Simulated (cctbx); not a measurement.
# A disordered crystal of nominal La3Si3Ge2

Cell a = 7.3080 Å, b = 7.3080 Å, c = 4.3200 Å, α = 90.00°, β = 90.00°, γ = 120.00°; space group P-62m (no. 189); nominal formula La3Si3Ge2.

Simulated single-crystal data (cctbx): Mo Kα, λ = 0.71073 Å, to d = 0.7 Å, 95 % of the full sphere, strongest reflection 70000 counts, noise from counting, a 2 % proportional error and a noise floor of 2 counts (s.d.); no absorption.

With every site full:

```text
Rint 0.018, 259 unique reflections to 0.70 A
cycle     R1     wR2    GooF  max shift (A)
   1  0.0615  0.1463  10.586   0.00644
   2  0.0208  0.0562   4.065   0.00035
final R1 0.0207 wR2 0.0562 GooF 4.064  parameters 10  data/parameter 25.9
atom        x        y        z      Ueq    occ   su(xyz)  su(Uiso or U11)
La1    0.66606  0.00000  0.00000   0.0222  1.000  0.00008  0.0002
Ge1    0.33333  0.66667  0.50000   0.0304  1.000  0.00000  0.0006
Si2    0.69003  0.69003  0.50000   0.0163  1.000  0.00032  0.0009
difference map: max 2.11 min -0.51 rms 0.21
Q1    0.0000  0.0000  0.5000    1    2.15  2.27 A from Si2
Q2    0.0000  0.6726  0.0000    3    2.05  0.05 A from La1
Q3    0.3333  0.6667  0.5000    2    1.19  0.00 A from Ge1
Q4    0.0000  0.3388  0.5000    3    1.10  0.21 A from Si2
Q5    0.0000  0.2418  0.4068    6    0.38  0.64 A from Si2
Q6    0.0000  0.7573  0.4266    6    0.37  1.96 A from La1
```

With the occupancies of the suspect sites free, each still typed as its main element:

```text
Rint 0.018, 259 unique reflections to 0.70 A
cycle     R1     wR2    GooF  max shift (A)
   1  0.1327  0.2550  18.528   0.00035
  20  0.0084  0.0209   1.520   0.00006
final R1 0.0084 wR2 0.0209 GooF 1.517  parameters 12  data/parameter 21.6
atom        x        y        z      Ueq    occ   su(xyz)  su(Uiso or U11)
La1    0.66609  0.00000  0.00000   0.0235  1.000  0.00003  0.0001
Ge1    0.33333  0.66667  0.50000   0.0248  0.880  0.00000  0.0002
Si2    0.68934  0.68934  0.50000   0.0263  1.195  0.00012  0.0005
su of occupancy Ge1: 0.003
su of occupancy Si2: 0.009
difference map: max 0.19 min -0.14 rms 0.04
Q1    0.0000  0.0000  0.5000    1    0.20  2.27 A from Si2
Q2    0.3333  0.6667  0.5000    2    0.17  0.00 A from Ge1
Q3    0.1013  0.5631  0.0000    6    0.13  1.29 A from La1
Q4    0.0000  0.1638  0.1676    6    0.12  1.79 A from Si2
Q5    0.1409  0.5054  0.2259   12    0.11  1.74 A from Si2
Q6    0.1808  0.7197  0.0000    6    0.11  1.18 A from La1
```

**Question.** What is the disorder?

X-rays count electrons. Ge1 refines to 0.880(0.003), or 28.2 electrons; the site truly holds 0.8 Ge and 0.2 Si, 28.4 electrons, which is 0.888 of Ge; Si2 refines to 1.195(0.009), or 16.7 electrons; the site truly holds 0.8667 Si and 0.1333 Ge, 16.4 electrons, which is 1.171 of Si. A value under 1 can't tell vacancies from a lighter guest, and one over 1 needs a heavier guest; chemistry or a second radiation must settle which. Occupancy correlates with U and the scale, and the two elements' form factors differ in shape, so the match is approximate.

Freeing them takes R1 from 0.0207 to 0.0084 and GooF from 4.06 to 1.52.

The model was made for the exercise: a known structure type with other elements put in, its volume estimated, not relaxed; displacement parameters are assumed.

[Middle refinement cycles are left out of these outputs.]

[Logs are printed without paths, hosts, clocks, repeated set-up lines and the standing remarks that a program may print on its own settings, such as how far it seeks lower states.]
